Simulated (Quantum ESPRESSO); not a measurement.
# KNiF3: energy over the lowest, ferro + against volume, fitted and tested on a withheld row

The database entry behind the starting cell differs from later determinations by our own check (about 0.35 % short), so it need not match the best structure at ambient conditions.

System: KNiF3, 1 K, 1 Ni and 3 F in the cell, space group Pm-3m. From the study “KNiF3: magnetism against volume”.

Method: LDA with U = 6 eV on Ni d; plane waves with GBRV 1.5 LDA potentials (Quantum ESPRESSO 7.5). Settings shared by all rows: cutoff 544.23 eV, fermi-dirac occupations, smearing width 0.1 eV.

Computed values, one withheld:

| volume (factor) | energy over the lowest, ferro + (meV an atom) |
| --- | --- |
| 0.94 | 14.19 |
| 0.97 | 13.50 |
| 1 | 19.76 |
| 1.03 | ? |
| 1.06 | 48.93 |
| 1.1 | 77.76 |

Q: What energy over the lowest, ferro + should the row at volume = 1.03 factor hold? Fit a suitable law to the other rows.

**Law.** Energy against volume follows the Birch–Murnaghan form, which is a polynomial in the Eulerian strain: second order (which fixes B′ at 4), a parabola in t = (V/1.03)^(−2/3) − 1. In symbols, E = c0 + c1 t + c2 t², with energy over the lowest, ferro + in meV an atom.

**Fit.** Least squares on 5 rows gives c0 = 31.8183, c1 = -752.104 and c2 = 7486.48.

```
volume (factor)          t  computed     fit  computed − fit
           0.94   0.062852     14.19  14.122           0.068
           0.97   0.040823     13.50  13.591          -0.091
              1   0.019901     19.76  19.816          -0.056
           1.06  -0.018958     48.93  48.767           0.163
            1.1  -0.042887     77.76  77.844          -0.084
```

The slope vanishes at t = 0.05023, so the minimum lies at V = 1.03 × (1 + t)^(−3/2) = 0.957. That is the minimum of this magnetic state alone.

**Prediction.** At volume = 1.03 factor, t = 0, so the law predicts 31.818 meV an atom. The computed value is 32.13 meV an atom, 0.312 above the prediction. The row lies between fitted rows, so this is an interpolation. The miss is 3.1 times the rms residual of the fit, 0.100.

[Logs and program files are shortened in this print: banners, set-up blocks, solver, clock and traceback lines can be left out without a mark of their own.]

[Logs are printed without paths, hosts, clocks, repeated set-up lines and the standing remarks that a program may print on its own settings, such as how far it seeks lower states.]

[Hosts, paths, dates, database ids (printed as entryN), source tags and the programs' standing remarks are cut or masked in the printed files.]

[Where a cell is said to come from a database of computed structures, the database is the Materials Project.]
